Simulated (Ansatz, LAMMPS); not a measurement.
# Gap against volume in amorphous 32Ga2O3-68GeO2 (mol %) (69 atoms)

Density of this cell: 4.53 g/cm³. The cell holds 69 atoms: 12 Ga, 13 Ge and 44 O. Its edges and angles: a = 9.015 Å, b = 10.211 Å, c = 9.895 Å, α = 90.0°, β = 90.5°, γ = 89.5°. The starting structure: 69 atoms (12 Fe, 13 Ge, 44 O) placed at random at 3.95 g/cm³, melted at 5000 K for 10 ps at fixed volume with the Morse and Coulomb pair potential with partial charges (Pedone, Malavasi, Menziani, Cormack and Segre, J. Phys. Chem. B 110, 11780 (2006)). Quenched from 5000 K to 300 K at 20 K/ps and fixed volume, held 5 ps, then minimised at fixed cell. Then Fe was replaced by Ga and the cell scaled by 1.006 (the potential has no terms for the new elements, so the cell is a start for a DFT relaxation).

Calculated with Ansatz 0.2.0: Kohn-Sham DFT, PBE, PAW (set soft_1), plane waves; PAW set soft_1; cutoff 420 eV, Γ point, fixed occupations. The relaxed cell was scaled evenly and the atoms were relaxed at each volume. The gap is that between the highest filled and the lowest empty Kohn-Sham level on the run's k-points.

| volume (Å³/atom) | gap (eV) |
| --- | --- |
| 11.879 | 1.915 |
| 12.407 | 1.902 |
| 12.803 | 1.876 |
| 13.199 | 1.759 |
| 13.595 | ? |
| 13.991 | 1.457 |

**Question.** Fit a straight line in ln V to the rows given and interpolate to the withheld row.

Worked fit:

A volume deformation potential makes the spacing linear in u = ln(V/V0), with V0 = 13.199 Å³ the relaxed volume; v is the spacing.

```
u = ln(V/V0)  v (eV)
   -0.105360  1.9147
  -0.0618749  1.9024
  -0.0304589  1.8759
           0   1.759
   0.0582691  1.4569
```

With n = 5: mean u = -0.0278849, mean v = 1.78178, Σ(u − ū)² = 0.015364, Σ(u − ū)(v − v̄) = -0.043265. Slope b = -0.043265 / 0.015364 = -2.8159; intercept a = v̄ − b ū = 1.7033.

At the withheld volume u = 0.02956, and v = a + b u.

Prediction at 13.595: 1.620 eV. The run gave 1.595 eV, so the fit is high by 0.025 eV (1.6 % of the value).

The rows don't follow a line (correlation 0.92 in size over all rows), so the slope of -2.82 eV is no deformation potential. Among the rows given, the largest miss of the fit is at 12.803, by 0.087 eV (19 % of the range of the table).

Limits: The table spans 16 % in volume, wide for a linear law. Semilocal functionals tend to put gaps under measured ones. Only the Γ point is sampled. Atoms move by up to 0.6 Å in these relaxations, so the structure changes along the series. Defect or tail levels can set the spacing of a disordered cell.

[Long decimals in the printed logs are rounded to 6 places.]

[Logs are printed without paths, hosts, clocks, repeated set-up lines and the standing remarks that a program may print on its own settings, such as how far it seeks lower states.]

[Hosts, paths, dates, database ids (printed as entryN), source tags and the programs' standing remarks are cut or masked in the printed files.]
